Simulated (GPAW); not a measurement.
## Ballistic transport through 1,4-diisocyanobenzene between two Ir chains, cheap and dear

Wanted: the zero-bias transmission of 1,4-diisocyanobenzene between two Ir chains on a ladder of levels, with run times.

Calculated with GPAW 26.7.0; GPAW LCAO, PAW setups; Landauer transmission from Green's functions with principal layers (ASE), zero bias.

## (1) The starting structure

The cell holds 28 atoms: 14 Ir, 8 C, 2 N and 4 H. Its edges and angles: a = 10.816 Å, b = 9.000 Å, c = 41.996 Å, α = 90.0°, β = 90.0°, γ = 90.0°. Regions: left lead, 7 atoms (7 Ir); channel, 14 atoms (8 C, 2 N and 4 H); right lead, 7 atoms (7 Ir). Vacuum lies along a and b. The structure is stacked along c, and the current runs across the ab planes.

## (2) Double-zeta polarised basis

The script solves lead and junction separately, takes H and S in the orbital basis, and joins semi-infinite leads through their self-energies; the dzp basis is the working standard.

The input, run.py:

```python
import json
import numpy as np
from ase import Atoms
from ase.transport.calculators import TransportCalculator
from gpaw import GPAW, FermiDirac
from gpaw.lcao.tools import get_lcao_hamiltonian
from scipy.linalg import eigh

# The junction with lead layers at both ends, along the third cell vector
device = Atoms(
    ['Ir', 'Ir', 'Ir', 'Ir', 'Ir', 'Ir', 'Ir', 'C', 'N', 'C', 'H', 'H', 'C', 'C', 'C', 'C', 'H', 'H', 'C', 'N', 'C', 'Ir', 'Ir', 'Ir', 'Ir', 'Ir', 'Ir', 'Ir'],
    positions=[
        [5.40801, 4.50000, 1.15000],
        [5.40801, 4.50000, 3.45000],
        [5.40801, 4.50000, 5.75000],
        [5.40801, 4.50000, 8.05000],
        [5.40801, 4.50000, 10.35000],
        [5.40801, 4.50000, 12.65000],
        [5.40801, 4.50000, 14.95000],
        [5.40801, 4.50000, 17.06000],
        [5.40801, 4.50000, 18.23178],
        [5.40801, 4.50000, 19.62006],
        [3.25000, 4.49999, 19.75143],
        [7.56602, 4.50001, 19.75143],
        [6.62769, 4.50000, 20.30032],
        [4.18833, 4.50000, 20.30032],
        [6.62769, 4.49999, 21.69540],
        [4.18833, 4.50000, 21.69540],
        [7.56601, 4.49999, 22.24430],
        [3.25001, 4.50000, 22.24430],
        [5.40801, 4.50000, 22.37567],
        [5.40801, 4.50000, 23.76394],
        [5.40801, 4.50000, 24.93572],
        [5.40801, 4.50000, 27.04572],
        [5.40801, 4.50000, 29.34572],
        [5.40801, 4.50000, 31.64572],
        [5.40801, 4.50000, 33.94572],
        [5.40801, 4.50000, 36.24572],
        [5.40801, 4.50000, 38.54572],
        [5.40801, 4.50000, 40.84572]],
    cell=[[10.81602, 0.0, 0.0], [0.0, 9.0, 0.0], [0.0, 0.0, 41.99572]],
    pbc=True)

# One principal layer of the lead: the first 5 atoms of the device
lead = Atoms(
    ['Ir', 'Ir', 'Ir', 'Ir', 'Ir'],
    positions=[
        [5.40801, 4.50000, 1.15000],
        [5.40801, 4.50000, 3.45000],
        [5.40801, 4.50000, 5.75000],
        [5.40801, 4.50000, 8.05000],
        [5.40801, 4.50000, 10.35000]],
    cell=[[10.81602, 0.0, 0.0], [0.0, 9.0, 0.0], [0.0, 0.0, 11.5]],
    pbc=True)

settings = dict(mode='lcao', basis='dzp', xc='PBE', h=0.18,
                occupations=FermiDirac(0.1), maxiter=250,
                mixer=dict(beta=0.1, nmaxold=8, weight=100.0),
                convergence=dict(density=0.0001))
energies = np.arange(-3, 3 + 1e-9, 0.075)
eta = 0.0001
n1, n2 = 1, 1
# k and -k transmit alike, so half of the mesh across the current serves
mesh = [(i, j) for i in range(n1) for j in range(n2) if (i, j) <= (-i % n1, -j % n2)]
weights = np.array([1 if (i, j) == (-i % n1, -j % n2) else 2 for i, j in mesh]) / (n1 * n2)


def ground_state(atoms, size, txt):
    atoms.calc = GPAW(kpts={'size': size, 'gamma': True}, symmetry={'tolerance': 1e-3}, txt=txt, **settings)
    atoms.get_potential_energy()
    return atoms.calc.get_fermi_level()


def blocks(atoms, fermi, points, nz, cells):
    """H - E_F S and S between cell 0 and the cells above it, at each point across the current."""
    kz = np.arange(nz) / nz
    calc = atoms.calc.fixed_density(kpts=[(*k, z) for k in points for z in kz], symmetry='off', txt=None)
    H, S = get_lcao_hamiltonian(calc)
    H = (H - fermi * S).reshape(len(H), len(points), nz, *S.shape[1:])
    S = S.reshape(H.shape[1:])
    phases = [np.exp(-2j * np.pi * kz * R) / nz for R in cells]
    return [(np.einsum('skzij,z->ksij', H, p), np.einsum('kzij,z->kij', S, p)) for p in phases]


def pair(a, b):
    return np.block([[a, b], [b.T.conj(), a]])


def count_channels(h, s, cells, nk=240):
    """Half the number of times that the lead's bands cross each energy, unfolded to its shortest repeat."""
    b = len(h) // cells
    bands = []
    for k in (np.arange(nk + 1) + 0.5) / nk:
        hk, sk = h[:b, :b].copy(), s[:b, :b].copy()
        for R in range(1, cells):
            phase, block = np.exp(2j * np.pi * k * R), slice(R * b, (R + 1) * b)
            hk += h[:b, block] * phase + (h[:b, block] * phase).T.conj()
            sk += s[:b, block] * phase + (s[:b, block] * phase).T.conj()
        w, u = eigh(sk)
        x = u[:, w > 1e-5] / w[w > 1e-5]**0.5  # drop near-dependent combinations
        bands.append(np.r_[eigh(x.T.conj() @ hk @ x, eigvals_only=True), [1e9] * (w <= 1e-5).sum()])
    below = np.array(bands)[:, :, None] < energies
    return (below[1:] != below[:-1]).sum((0, 1)) / 2


fermi_lead = ground_state(lead, (1, 1, 10), 'lead.txt')
fermi_device = ground_state(device, (1, 1, 2), 'device.txt')
T, channels, eigen, tail, misfit, shifts = [], [], [], 0.0, 0.0, []
for first in range(0, len(mesh), 141):
    points = [(i / n1, j / n2) for i, j in mesh[first:first + 141]]
    (H0k, S0k), (H1k, S1k), (H2k, _) = blocks(lead, fermi_lead, points, 5, range(3))
    [(Hk, Sk)] = blocks(device, fermi_device, points, 2, [0])
    tail = max(tail, abs(H2k).max())
    for H0, S0, H1, S1, H, S in zip(H0k, S0k, H1k, S1k, Hk, Sk):
        n = len(S0)
        # Shift the lead onto the potential of the device's first layer
        shift = ((H[:, 0, 0] - H0[:, 0, 0]) / S0[0, 0]).real.mean()
        shifts.append(shift)
        misfit = max(misfit, abs(H[:, :n, :n] - H0 - shift * S0).max())
        Tk, Ck, Ek = [], [], []
        for s in range(len(H)):
            t = s % len(H0)  # a lead without moments serves both spins
            h1, s1 = pair(H0[t] + shift * S0, H1[t] + shift * S1), pair(S0, S1)
            leads = dict(h1=h1, s1=s1, energies=energies, eta=eta, eta1=eta, eta2=eta)
            calc = TransportCalculator(h=H[s], s=S, eigenchannels=3, **leads)
            Tk.append(calc.get_transmission())
            Ek.append(np.sort(calc.eigenchannels_ne, axis=0)[::-1])
            Ck.append(count_channels(h1, s1, 10))
        T.append(Tk)
        channels.append(Ck)
        eigen.append(Ek)
T, channels = np.array(T), np.array(channels)
mean, open_channels = np.einsum('kse,k->se', T, weights), np.einsum('kse,k->se', channels, weights)

print(f'basis functions: device {len(S)}, principal layer {n}')
print(f'Fermi level: lead {fermi_lead:.4f} eV, device {fermi_device:.4f} eV; lead shifted by {np.mean(shifts):.4f} eV')
print(f'largest coupling past the next layer {tail:.2e} eV, largest misfit of the first layer {misfit:.3f} eV')
print('  E-E_F (eV)   ' + 'T (one spin)  channels')
for e, t, c in zip(energies, mean.T, open_channels.T):
    print(f'{e:10.3f}  ', *[f'{x:11.4e}' for x in t], *[f'{x:9.4f}' for x in c])

kT = 8.617333e-5 * 200
fine = np.linspace(energies[0], energies[-1], 4001)
both = np.exp(np.interp(fine, energies, np.log(np.maximum(mean.sum(0) * 2 / len(mean), 1e-30))))
fermi = lambda mu: 1 / (1 + np.exp(np.clip((fine - mu) / kT, -200, 200)))
slope = fermi(0) * (1 - fermi(0)) / kT
G = np.trapezoid(both * slope, fine) / 2
seebeck = -np.trapezoid(both * slope * fine, fine) / (2 * G * 200) * 1e6
print(f'conductance at 200 K: {G:.5g} G0 a cell; thermopower {seebeck:.4g} uV/K')
bias = [0.1, 0.2, 0.5, 1.0, 1.5, 2.0]
current = [38.74 * np.trapezoid(both * (fermi(V / 2) - fermi(-V / 2)), fine) for V in bias]
for V, I in zip(bias, current):
    print(f'current from the zero-bias T(E) at {V} V: {I:.5g} uA')
zero = abs(energies).argmin()
json.dump(dict(energies=energies.tolist(), T=mean.tolist(), channels=open_channels.tolist(), G=G, seebeck=seebeck,
               bias=bias, current=current, tail=tail, misfit=misfit, shift=np.mean(shifts), n_device=len(S), n_lead=n,
               fermi=[fermi_lead, fermi_device], energy=device.get_potential_energy(),
               moments=device.get_magnetic_moments().tolist(), mesh=mesh, weights=weights.tolist(),
               T_k=T[:, :, zero].tolist(), eigen=np.array(eigen[0]).tolist()), open('result.json', 'w'))
```

Command:

```sh
OMP_NUM_THREADS=1 OPENBLAS_NUM_THREADS=1 python run.py
```

Log:

```text
basis functions: device 528, principal layer 135
Fermi level: lead -4.1347 eV, device -3.7177 eV; lead shifted by -0.0080 eV
largest coupling past the next layer 1.48e-06 eV, largest misfit of the first layer 0.220 eV
  E-E_F (eV)   T (one spin)  [channel counts left out]
    -3.000    2.4028e-01
    -2.925    1.4476e-01
    -2.850    1.0117e-01
    -2.775    7.7913e-02
    -2.700    6.4098e-02
    -2.625    5.5189e-02
    -2.550    4.9055e-02
    -2.475    4.4603e-02
    -2.400    4.1238e-02
    -2.325    3.8627e-02
    -2.250    3.6581e-02
    -2.175    3.4994e-02
    -2.100    3.3802e-02
    -2.025    3.2965e-02
    -1.950    3.2451e-02
    -1.875    3.2234e-02
[...]
2.475    1.5817e-07
     2.550    5.1731e-07
     2.625    1.1272e-06
     2.700    1.9196e-06
     2.775    3.0254e-06
     2.850    2.7195e-01
     2.925    9.1381e-01
     3.000    9.9841e-01
conductance at 200 K: 0.18563 G0 a cell; thermopower -7.008 uV/K
current from the zero-bias T(E) at 0.1 V: 1.4386 uA
current from the zero-bias T(E) at 0.2 V: 2.8794 uA
current from the zero-bias T(E) at 0.5 V: 7.2442 uA
current from the zero-bias T(E) at 1.0 V: 14.987 uA
current from the zero-bias T(E) at 1.5 V: 24.471 uA
current from the zero-bias T(E) at 2.0 V: 37.804 uA
```

Wall time 5.7 min (1 thread of Intel Xeon Platinum 8488C (Sapphire Rapids), shared host); peak memory 2.4 GiB.

Numbers from this step:

```
conductance                                    : 0.1856 G₀
largest coupling past the next principal layer : 1.48e-6 eV
largest misfit of the first principal layer    : 0.2202 eV
shift that aligns the lead                     : -0.007992 eV
basis functions of the junction                : 528
basis functions of a principal layer           : 135
transmission at the Fermi level (one spin)     : 0.1857
```

One spin. Transmission, zone mean against energy, zero at the Fermi level:

energy (eV), transmission, zone mean and a bar from the least value:
```
    -3.00      0.240 #######
    -2.77      0.078 ##
    -2.55      0.049 #
    -2.40      0.041 #
    -2.17      0.035 #
    -1.95      0.032 #
    -1.73      0.033 #
    -1.57      0.034 #
    -1.35      0.037 #
    -1.12      0.041 #
    -0.90      0.048 #
    -0.75      0.057 ##
    -0.53      0.078 ##
    -0.30      0.114 ###
    -0.07      0.166 #####
     0.00      0.186 ######
     0.07      0.206 ######
     0.30      0.271 ########
     0.53      0.360 ###########
     0.75      0.511 ###############
     0.90      0.662 ####################
     1.12      0.908 ###########################
     1.27      0.995 ##############################
     1.35      0.994 ##############################
     1.57      0.785 ########################
     1.73      0.490 ###############
     1.95      0.000 
     2.17      0.000 
     2.40      0.000 
     2.55      0.000 
     2.77      0.000 
     3.00      0.998 ##############################
```

Not self-consistent under bias; the bias window is split evenly. Current through one cell, from the zero-bias transmission against bias:

```csv
bias (V),"current through one cell, from the zero-bias transmission (μA)"
0.100,1.44
0.200,2.88
0.500,7.24
1.000,15.0
1.500,24.5
2.000,37.8
```

The transmission of the three most open eigenchannels by energy, zero at the Fermi level:

```csv
energy (eV),channel 1,channel 2,channel 3
-3.00,0.240,1.7e-5,1.1e-5
-2.85,0.101,2.1e-5,1.0e-5
-2.70,0.0641,2.7e-5,9.4e-6
-2.55,0.0490,3.3e-5,8.5e-6
-2.33,0.0386,4.3e-5,7.4e-6
-2.17,0.0349,5.0e-5,6.8e-6
-2.02,0.0329,5.7e-5,6.2e-6
-1.88,0.0322,6.5e-5,5.8e-6
-1.73,0.0325,7.3e-5,5.2e-6
-1.57,0.0337,8.2e-5,4.7e-6
-1.35,0.0365,9.6e-5,4.6e-6
-1.20,0.0392,1.1e-4,4.6e-6
-1.05,0.0429,1.2e-4,4.7e-6
-0.90,0.0483,1.3e-4,4.7e-6
-0.75,0.0566,1.5e-4,4.7e-6
-0.60,0.0692,1.7e-4,4.8e-6
-0.38,0.0998,2.2e-4,5.0e-6
-0.23,0.130,2.6e-4,5.3e-6
-0.07,0.166,2.9e-4,5.7e-6
0.00,0.185,3.1e-4,5.9e-6
0.07,0.206,3.2e-4,5.9e-6
0.23,0.248,3.3e-4,5.7e-6
0.38,0.296,3.3e-4,5.1e-6
0.60,0.400,3.3e-4,4.2e-6
0.75,0.511,3.3e-4,3.3e-6
0.90,0.662,3.4e-4,1.3e-6
1.05,0.833,3.4e-4,1.1e-6
1.20,0.965,3.4e-4,9.3e-7
1.35,0.994,3.3e-4,7.9e-7
1.57,0.785,2.7e-4,5.7e-7
1.73,0.490,1.9e-4,4.0e-7
1.88,0.129,6.1e-5,2.2e-7
2.02,1.9e-8,1.9e-8,1.4e-9
2.17,1.6e-10,1.0e-12,0
2.33,1.1e-10,2.5e-12,0
2.55,4.6e-7,4.6e-8,7.8e-9
2.70,1.8e-6,7.1e-8,2.3e-8
2.85,0.271,6.9e-4,4.4e-6
3.00,0.997,0.00161,8.5e-6
```

Couplings past the next layer reach 1.5e-6 eV, small enough to drop; the matrix elements of the cell's first layer differ from the bulk lead's by up to 0.22 eV. That layer keeps its own values in the calculation, and only beyond it is the lead taken as perfect. The Fermi levels of lead and junction count from different zeros of potential, one for each periodic cell; with both set to zero, the small remaining shift is what aligns them. Without spin-orbit coupling, which is large for these atoms, channel counts and T are those of the scalar-relativistic bands. By hand: G = 0.1856 × 77.48 μS = 14.4 μS, a resistance of 69.5 kΩ; at 0.1 V a linear junction would pass 1.44 μA, and the integral over the bias window gives 1.44 μA.

## (3) Single-zeta polarised basis

One radial function a shell plus polarisation makes the matrices smaller; the question is what that costs.

Changes to run.py since step 2:

```diff
@@ -55,3 +55,3 @@
 
-settings = dict(mode='lcao', basis='dzp', xc='PBE', h=0.18,
+settings = dict(mode='lcao', basis='szp(dzp)', xc='PBE', h=0.18,
                 occupations=FermiDirac(0.1), maxiter=250,
```

Log:

```text
basis functions: device 316, principal layer 75
Fermi level: lead -3.8522 eV, device -3.7750 eV; lead shifted by -0.0220 eV
largest coupling past the next layer 1.48e-06 eV, largest misfit of the first layer 0.207 eV
  E-E_F (eV)   T (one spin)  [channel counts left out]
    -3.000    3.5583e-02
    -2.925    3.1074e-02
    -2.850    2.8173e-02
    -2.775    2.6265e-02
    -2.700    2.4973e-02
    -2.625    2.4082e-02
    -2.550    2.3464e-02
    -2.475    2.3049e-02
    -2.400    2.2806e-02
    -2.325    2.2722e-02
    -2.250    2.2802e-02
    -2.175    2.3053e-02
    -2.100    2.3484e-02
    -2.025    2.4103e-02
    -1.950    2.4914e-02
    -1.875    2.5914e-02
[...]
2.475    6.9711e-06
     2.550    2.0468e-07
     2.625    3.6826e-02
     2.700    7.8779e-01
     2.775    9.4698e-01
     2.850    9.8623e-01
     2.925    9.9595e-01
     3.000    9.9799e-01
conductance at 200 K: 0.38834 G0 a cell; thermopower -9.312 uV/K
current from the zero-bias T(E) at 0.1 V: 3.011 uA
current from the zero-bias T(E) at 0.2 V: 6.0364 uA
current from the zero-bias T(E) at 0.5 V: 15.347 uA
current from the zero-bias T(E) at 1.0 V: 32.576 uA
current from the zero-bias T(E) at 1.5 V: 52.619 uA
current from the zero-bias T(E) at 2.0 V: 72.231 uA
```

Elapsed: 3.7 min, on 1 thread; peak memory 2.3 GiB.

Numbers from this step:

```yaml
conductance: 0.3883 G₀
largest_misfit_of_the_first_principal_layer: 0.2068 eV
shift_that_aligns_the_lead: -0.02202 eV
basis_functions_of_the_junction: 316
basis_functions_of_a_principal_layer: 75
transmission_at_the_fermi_level_one_spin: 0.3883
```

One spin. Transmission, zone mean against energy, zero at the Fermi level:

energy (eV), transmission, zone mean and a bar:
```
    -3.00      0.036 #
    -2.85      0.028 #
    -2.70      0.025 #
    -2.55      0.023 #
    -2.33      0.023 #
    -2.17      0.023 #
    -2.02      0.024 #
    -1.88      0.026 #
    -1.73      0.028 #
    -1.57      0.032 #
    -1.35      0.038 #
    -1.20      0.043 #
    -1.05      0.050 ##
    -0.90      0.061 ##
    -0.75      0.078 ##
    -0.60      0.104 ###
    -0.38      0.172 #####
    -0.23      0.242 #######
    -0.07      0.335 ##########
     0.00      0.388 ############
     0.07      0.446 #############
     0.23      0.572 #################
     0.38      0.714 #####################
     0.60      0.928 ############################
     0.75      0.998 ##############################
     0.90      0.947 ############################
     1.05      0.809 ########################
     1.20      0.656 ####################
     1.35      0.524 ################
     1.57      0.361 ###########
     1.73      0.247 #######
     1.88      0.090 ###
     2.02      0.000 
     2.17      0.000 
     2.33      0.000 
     2.55      0.000 
     2.70      0.788 ########################
     2.85      0.986 ##############################
     3.00      0.998 ##############################
```

Not self-consistent under bias; the bias window is split evenly. Current through one cell, from the zero-bias transmission against bias:

```csv
bias (V),"current through one cell, from the zero-bias transmission (μA)"
0.100,3.01
0.200,6.04
0.500,15.3
1.000,32.6
1.500,52.6
2.000,72.2
```

The transmission of the three most open eigenchannels by energy, zero at the Fermi level:

```csv
energy (eV),channel 1,channel 2,channel 3
-3.0000,0.0356,2.3e-5,3.7e-6
-2.7750,0.0262,3.2e-5,3.2e-6
-2.4750,0.0230,4.5e-5,2.7e-6
-2.2500,0.0227,5.5e-5,2.5e-6
-2.0250,0.0240,6.7e-5,2.3e-6
-1.7250,0.0284,8.6e-5,1.9e-6
-1.5000,0.0334,1.0e-4,1.8e-6
-1.2750,0.0402,1.1e-4,1.7e-6
-0.9750,0.0552,1.4e-4,1.5e-6
-0.7500,0.0779,1.6e-4,1.5e-6
-0.5250,0.122,2.0e-4,1.4e-6
-0.2250,0.242,2.9e-4,1.6e-6
0.0000,0.388,3.4e-4,1.8e-6
0.2250,0.572,3.8e-4,1.7e-6
0.5250,0.863,3.8e-4,1.2e-6
0.7500,0.998,3.9e-4,7.5e-7
0.9750,0.884,4.0e-4,2.5e-7
1.2750,0.587,4.3e-4,1.9e-7
1.5000,0.413,4.2e-4,1.5e-7
1.7250,0.246,3.3e-4,9.9e-8
2.0250,3.3e-8,2.4e-9,1.3e-11
2.2500,7.1e-10,9.1e-11,9.1e-11
2.4750,6.9e-6,3.1e-8,1.9e-8
2.7750,0.944,0.00264,2.5e-7
3.0000,0.995,0.00318,7.6e-7
```

The conductance, 0.388 G₀, lies 109 % above that of the dzp run.

## (4) Minimal basis

The minimal basis is the cheapest rung: no second zeta and no polarisation.

Changes to run.py since step 3:

```diff
@@ -55,3 +55,3 @@
 
-settings = dict(mode='lcao', basis='szp(dzp)', xc='PBE', h=0.18,
+settings = dict(mode='lcao', basis='sz(dzp)', xc='PBE', h=0.18,
                 occupations=FermiDirac(0.1), maxiter=250,
```

Log:

```text
basis functions: device 212, principal layer 60
Fermi level: lead -3.8615 eV, device -3.8316 eV; lead shifted by -0.0268 eV
largest coupling past the next layer 1.47e-06 eV, largest misfit of the first layer 0.094 eV
  E-E_F (eV)   T (one spin)  [channel counts left out]
    -3.000    1.6752e-02
    -2.925    1.6058e-02
    -2.850    1.5638e-02
[...]
2.925    9.6440e-01
     3.000    9.7009e-01
conductance at 200 K: 0.49408 G0 a cell; thermopower -8.903 uV/K
current from the zero-bias T(E) at 0.1 V: 3.8292 uA
current from the zero-bias T(E) at 0.2 V: 7.6667 uA
current from the zero-bias T(E) at 0.5 V: 19.316 uA
current from the zero-bias T(E) at 1.0 V: 39.676 uA
current from the zero-bias T(E) at 1.5 V: 60.929 uA
current from the zero-bias T(E) at 2.0 V: 80.093 uA
```

It took 3.2 min on 1 thread; peak memory 2.2 GiB.

Numbers from this step:

| Quantity | Value |
| --- | --- |
| conductance | 0.4941 G₀ |
| largest coupling past the next principal layer | 1.47e-6 eV |
| largest misfit of the first principal layer | 0.09419 eV |
| shift that aligns the lead | -0.02679 eV |
| basis functions of the junction | 212 |
| basis functions of a principal layer | 60 |
| transmission at the Fermi level (one spin) | 0.4944 |

The conductance, 0.494 G₀, lies 166 % above that of the dzp run.

## (5) LDA in the dzp basis: xc = "LDA"

Back in the dzp basis, the functional changes from PBE to LDA, to set the spread between functionals beside that between bases.

Changes to run.py since step 4:

```diff
@@ -55,3 +55,3 @@
 
-settings = dict(mode='lcao', basis='sz(dzp)', xc='PBE', h=0.18,
+settings = dict(mode='lcao', basis='dzp', xc='LDA', h=0.18,
                 occupations=FermiDirac(0.1), maxiter=250,
```

Log:

```text
basis functions: device 528, principal layer 135
Fermi level: lead -4.4302 eV, device -3.9960 eV; lead shifted by -0.0124 eV
largest coupling past the next layer 1.53e-06 eV, largest misfit of the first layer 0.219 eV
  E-E_F (eV)   T (one spin)  [channel counts left out]
    -3.000    3.2486e-01
    -2.925    1.8640e-01
    -2.850    1.2511e-01
[...]
2.925    8.2532e-01
     3.000    9.8707e-01
conductance at 200 K: 0.18993 G0 a cell; thermopower -7.111 uV/K
current from the zero-bias T(E) at 0.1 V: 1.4719 uA
current from the zero-bias T(E) at 0.2 V: 2.946 uA
current from the zero-bias T(E) at 0.5 V: 7.4097 uA
current from the zero-bias T(E) at 1.0 V: 15.301 uA
current from the zero-bias T(E) at 1.5 V: 24.875 uA
current from the zero-bias T(E) at 2.0 V: 38.193 uA
```

It took 4.9 min on 1 thread; peak memory 2.4 GiB.

This step gave:

| Item | Value |
| --- | --- |
| conductance | 0.1899 G₀ |
| largest coupling past the next principal layer | 1.53e-6 eV |
| largest misfit of the first principal layer | 0.2190 eV |
| shift that aligns the lead | -0.01240 eV |
| basis functions of the junction | 528 |
| basis functions of a principal layer | 135 |
| transmission at the Fermi level (one spin) | 0.1900 |

The conductance, 0.190 G₀, lies 2.3 % above that of the dzp run.

## (6) The ladder

Times are for 1 thread of Intel Xeon Platinum 8488C (Sapphire Rapids), shared host. Results by setting:

```csv
no.,run,conductance (G₀),time,memory (GiB)
1,dzp,0.1856,5.7 min,2.4
2,szp,0.3883,3.7 min,2.3
3,sz,0.4941,3.2 min,2.2
4,dzp LDA,0.1899,4.9 min,2.4
```

(Continued in part 2 of 2.)

[Logs are printed without paths, hosts, clocks, repeated set-up lines and the standing remarks that a program may print on its own settings, such as how far it seeks lower states.]

[Hosts, paths, dates, database ids (printed as entryN), source tags and the programs' standing remarks are cut or masked in the printed files.]
